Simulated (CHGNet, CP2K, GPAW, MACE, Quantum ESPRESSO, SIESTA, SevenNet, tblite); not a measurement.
# CP2K runs on generalised stacking fault on (111) (shuffle set) of a GaAs-GaSb solid solution (48 atoms), part 3 of 3

How do the settings of CP2K change the result for generalised stacking fault on (111) (shuffle set) of a GaAs-GaSb solid solution (48 atoms)? A plane-wave run serves as the yardstick.

Program: CP2K 2026.2; the method stands at each step. Banners, paths, timers and routine set-up lines are dropped from the logs unmarked, and long logs keep their key lines alone; longer cuts are marked.

So far. Step 7 (PBE, DZVP-MOLOPT-SR, 800/20 Ry, diagonalisation): Against the first run (4.1 %), the force difference from the reference is 78 %, at 0.75 times the CPU time: the grid matters here.

### Step 8. RPBE, PBE potentials, DZVP-MOLOPT-SR, 800/50 Ry, diagonalisation

Method: Kohn-Sham DFT, RPBE, GTH-PBE pseudopotentials, Gaussian and plane waves, DZVP-MOLOPT-SR-GTH, diagonalisation.

input.inp

```
&GLOBAL
  PROJECT cell
  RUN_TYPE ENERGY_FORCE
  PRINT_LEVEL LOW
&END GLOBAL
&FORCE_EVAL
  METHOD QS
  STRESS_TENSOR ANALYTICAL
  &DFT
    BASIS_SET_FILE_NAME BASIS_MOLOPT
    POTENTIAL_FILE_NAME GTH_POTENTIALS
    &MGRID
      CUTOFF 800
      REL_CUTOFF 50
      NGRIDS 5
    &END MGRID
    &QS
      EPS_DEFAULT 1.0E-12
    &END QS
    &SCF
      SCF_GUESS ATOMIC
      EPS_SCF 5.0E-06
      MAX_SCF 200
      ADDED_MOS 33
      &DIAGONALIZATION
        ALGORITHM STANDARD
      &END DIAGONALIZATION
      &SMEAR ON
        METHOD FERMI_DIRAC
        ELECTRONIC_TEMPERATURE [K] 580
      &END SMEAR
      &MIXING
        METHOD BROYDEN_MIXING
        ALPHA 0.15
        NBROYDEN 12
      &END MIXING
      &PRINT
        &RESTART OFF
        &END RESTART
      &END PRINT
    &END SCF
    &XC
      &XC_FUNCTIONAL
        &GGA_X_RPBE
        &END GGA_X_RPBE
        &GGA_C_PBE
        &END GGA_C_PBE
      &END XC_FUNCTIONAL
    &END XC
    &PRINT
      &MULLIKEN ON
      &END MULLIKEN
      &HIRSHFELD ON
        SHAPE_FUNCTION DENSITY
      &END HIRSHFELD
      &MO ON
        EIGENVALUES T
        OCCUPATION_NUMBERS T
        MO_INDEX_RANGE 205 228
        &EACH
          QS_SCF 0
        &END EACH
        ADD_LAST NUMERIC
      &END MO
    &END PRINT
  &END DFT
  &SUBSYS
    &CELL
      A 8.26650 0.00000 0.00000
      B 0.00000 7.15900 0.00000
      C 2.41109 0.00000 20.24871
    &END CELL
    &COORD
[... 48 atom lines left out: the same atoms as in the first run ...]
    &END COORD
    &KIND Ga
      BASIS_SET DZVP-MOLOPT-SR-GTH-q13
      POTENTIAL GTH-PBE-q13
    &END KIND
    &KIND Sb
      BASIS_SET DZVP-MOLOPT-SR-GTH-q5
      POTENTIAL GTH-PBE-q5
    &END KIND
    &KIND As
      BASIS_SET DZVP-MOLOPT-SR-GTH-q5
      POTENTIAL GTH-PBE-q5
    &END KIND
  &END SUBSYS
  &PRINT
    &FORCES ON
    &END FORCES
    &STRESS_TENSOR ON
    &END STRESS_TENSOR
  &END PRINT
&END FORCE_EVAL
```

The run is started by

```console
$ OMP_NUM_THREADS=2 cp2k.psmp -i input.inp > output.txt
```

Numbers of over 12 decimals in the logs are rounded to 6 here.

What it wrote:

```text
CP2K| version string:                                       CP2K version 2026.2
 CP2K| Input file name                                                 input.inp
 GLOBAL| Basis set file name                                        BASIS_MOLOPT
 GLOBAL| Potential file name                                      GTH_POTENTIALS
[... lines left out ...]
 Number of electrons:                                                        432
[... lines left out ...]
  Step     Update method      Time    Convergence         Total energy    Change
[... lines left out ...]
  *** SCF run converged in    18 steps ***
[... lines left out ...]
  Fermi energy:                                                 0.162328
  Total energy:                                             -1934.565957
  Total energy (extrapolated to T->0):                      -1934.562584
[... lines left out ...]
 MO| E(Fermi):            0.162328 a.u.          4.417161 eV
[... lines left out ...]
 ENERGY| Total FORCE_EVAL ( QS ) energy [hartree]          -1934.565945
[... lines left out ...]
 FORCES|      1  1.03358141E-02  3.51757888E-02  1.80810065E-02   4.08789428E-02
 FORCES|      2  3.76807267E-02  2.92437703E-02 -2.93551535E-02   5.60067880E-02
 FORCES|      3 -1.89313499E-02  9.41129186E-03  1.28415234E-02   2.47360697E-02
[...]
FORCES|     47  1.36412286E-04 -6.03047378E-03 -4.78002629E-02   4.81793561E-02
 FORCES|     48  2.96997216E-02  2.04806435E-02  1.23004543E-02   3.81160254E-02
 FORCES| Sum    -3.96389194E-04  5.76161883E-03 -8.99829627E-03
 FORCES| Total atomic force                                       1.06921799E-02
 STRESS| Analytical stress tensor [bar]
 STRESS|                        x                   y                   z
 STRESS|      x        1.34280478291E+05   5.57706769792E+03   4.82838955595E+03
 STRESS|      y        5.57706769792E+03   3.54498580105E+04  -4.29707348102E+03
 STRESS|      z        4.82838955595E+03  -4.29707348102E+03   5.51748242394E+04
 STRESS| 1/3 Trace                                             7.49683868471E+04
```

It took 3.9 min on 2 threads of Arm Neoverse V1, shared host; peak memory 5.3 GiB; 7.1 min of CPU time.

Against the reference:

| Quantity | Value |
| --- | --- |
| r.m.s. force component | 0.9305 eV/Å |
| r.m.s. difference of force components | 56.75 meV/Å |
| longest difference of force vectors | 243.5 meV/Å |
| force difference over r.m.s. force | 6.327 % |
| slope of forces against the reference's | 1.036 |
| correlation of force components | 0.9987 |
| pressure | 7.497 GPa |
| pressure difference | 1.964 GPa |

Against the first run (4.1 %), the force difference from the reference is 6.3 %, at 1.0 times the CPU time; the model has changed, so this is no error of the program alone.

The forces add up to 0.55 eV/Å instead of zero, usually a sign of too coarse a grid.

### Step 9. Side by side

Differences are against the plane-wave reference, forces as r.m.s. over components; share is that over the reference's r.m.s. force, slope the least-squares factor from reference forces to these. Total energies of different programs have different zeros and aren't compared.

```
                                                                  run  Δ force, r.m.s. (meV/Å)  share (%)  slope  Δ pressure (GPa)  cores  CPU time  memory (GiB)
                                                            reference                        -          -      -                 -      4    10 min           1.5
                 CP2K PBE, DZVP-MOLOPT-SR, 800/50 Ry, diagonalisation                     36.9       4.11  1.030              1.01      2   7.1 min           5.2
                       CP2K PBE, TZVP-UZH, 800/50 Ry, diagonalisation                     31.5       3.51  1.020             0.875      2   8.6 min           5.3
                 CP2K LDA, DZVP-MOLOPT-SR, 800/50 Ry, diagonalisation                     68.7       7.66  0.934             -3.65      2   5.5 min           4.9
              CP2K PBE+D4, DZVP-MOLOPT-SR, 800/50 Ry, diagonalisation                     36.8       4.10  1.029             -1.74      2   7.1 min           5.2
        CP2K PBE, DZVP-MOLOPT-SR, 560/50 Ry, diagonalisation (coarse)                     59.6       6.65  1.028              1.04      2   6.2 min           3.2
        CP2K PBE, DZVP-MOLOPT-SR, 800/20 Ry, diagonalisation (coarse)                      701       78.1  0.975              2.48      2   5.3 min           5.2
CP2K RPBE, PBE potentials, DZVP-MOLOPT-SR, 800/50 Ry, diagonalisation                     56.8       6.33  1.036              1.96      2   7.1 min           5.3
```

Rows marked coarse were listed beforehand as settings not expected to be converged; some can still land near the reference.

CPU time is summed over cores on a shared host, where runs went side by side, so it is rough. Symmetry, cutoffs, thresholds, outputs and thread counts weren't matched or tuned between programs; memory under MPI is the largest rank's times the ranks.

Mean charges by element (e), by run and scheme:

```
                                                                  run     scheme     Ga     Sb     As
                 CP2K PBE, DZVP-MOLOPT-SR, 800/50 Ry, diagonalisation   Mulliken  -0.03  +0.36  -0.20
                 CP2K PBE, DZVP-MOLOPT-SR, 800/50 Ry, diagonalisation  Hirshfeld  +0.11  -0.05  -0.16
                       CP2K PBE, TZVP-UZH, 800/50 Ry, diagonalisation   Mulliken  -0.23  +0.19  +0.26
                       CP2K PBE, TZVP-UZH, 800/50 Ry, diagonalisation  Hirshfeld  +0.11  -0.05  -0.16
                 CP2K LDA, DZVP-MOLOPT-SR, 800/50 Ry, diagonalisation   Mulliken  -0.03  +0.37  -0.21
                 CP2K LDA, DZVP-MOLOPT-SR, 800/50 Ry, diagonalisation  Hirshfeld  +0.09  -0.03  -0.13
              CP2K PBE+D4, DZVP-MOLOPT-SR, 800/50 Ry, diagonalisation   Mulliken  -0.03  +0.36  -0.20
              CP2K PBE+D4, DZVP-MOLOPT-SR, 800/50 Ry, diagonalisation  Hirshfeld  +0.11  -0.05  -0.16
                 CP2K PBE, DZVP-MOLOPT-SR, 560/50 Ry, diagonalisation   Mulliken  -0.03  +0.36  -0.20
                 CP2K PBE, DZVP-MOLOPT-SR, 560/50 Ry, diagonalisation  Hirshfeld  +0.11  -0.05  -0.16
CP2K RPBE, PBE potentials, DZVP-MOLOPT-SR, 800/50 Ry, diagonalisation   Mulliken  -0.01  +0.35  -0.22
CP2K RPBE, PBE potentials, DZVP-MOLOPT-SR, 800/50 Ry, diagonalisation  Hirshfeld  +0.13  -0.06  -0.18
```

Within one program, basis, potentials and functional, energies share a zero. Each run against its twin at the usual cutoff or grid and solver:

```
                                                 run                                        twin  Δ energy (meV/atom)  Δ force, r.m.s. (meV/Å)  CPU time over the twin's
CP2K PBE, DZVP-MOLOPT-SR, 560/50 Ry, diagonalisation  DZVP-MOLOPT-SR, 800/50 Ry, diagonalisation               -0.662                     61.2                      0.88
CP2K PBE, DZVP-MOLOPT-SR, 800/20 Ry, diagonalisation  DZVP-MOLOPT-SR, 800/50 Ry, diagonalisation                -57.1                      701                      0.75
```

### Step 10. Summary of results

```json
{
 "nearest in forces": "CP2K PBE, TZVP-UZH, 800/50 Ry, diagonalisation, 3.5 %",
 "its CPU time": "8.6 min"
}
```

In words: The PBE runs in local orbitals, coarse settings apart, differ by 3.5 % (CP2K PBE, TZVP-UZH, 800/50 Ry, diagonalisation) to 4.1 % (CP2K PBE, DZVP-MOLOPT-SR, 800/50 Ry, diagonalisation); basis, grid and potentials can all enter. Rows with another functional or a dispersion term differ by 4.1 % (CP2K PBE+D4, DZVP-MOLOPT-SR, 800/50 Ry, diagonalisation) to 7.7 % (CP2K LDA, DZVP-MOLOPT-SR, 800/50 Ry, diagonalisation), which mixes the change of model with differences of basis and potentials, some of them made for another functional. Runs with settings chosen to be coarse differ by 6.6 % (CP2K PBE, DZVP-MOLOPT-SR, 560/50 Ry, diagonalisation) to 78 % (CP2K PBE, DZVP-MOLOPT-SR, 800/20 Ry, diagonalisation), their programs' other errors included. None of the electronic-structure runs in the table takes under half the reference's CPU time of 10 min; they take 0.51 to 0.83 times as much. In pressure, CP2K PBE, DZVP-MOLOPT-SR, 800/20 Ry, diagonalisation misses by +2.5 GPa, at the same functional. Charges hang on scheme and program or settings: among these rows the mean for As runs from -0.22 to +0.26 e, even in sign. The potentials hold different valence shells: 676 electrons in the reference, 432 in CP2K with TZVP-UZH; this bears on time and differences. The reference's pressure holds the uncorrected Pulay stress of its 40 Ry basis, so small pressure differences, and their order, may be the reference's own error. The reference's stress is far from hydrostatic: its diagonal is 11.6, 1.5, 3.5 GPa, compression counted positive. The host structure and its lattice constant were typed by rule, without a check against the phase diagram. The reference's pressure of 5.5 GPa belongs to a cell and atoms that aren't relaxed at this level. The electronic-structure runs sample only Γ, in a cell whose shortest periodic width is 7 Å, which is coarse for a cell with partly filled levels. Spin–orbit coupling is left out, which matters for the levels of the heavy elements.

[Also dropped from logs without a mark: logging warnings of Python, and SIESTA's first energy breakdown and zero terms.]

[Logs are printed without paths, hosts, clocks, repeated set-up lines and the standing remarks that a program may print on its own settings, such as how far it seeks lower states.]

[Hosts, paths, dates, database ids (printed as entryN), source tags and the programs' standing remarks are cut or masked in the printed files.]
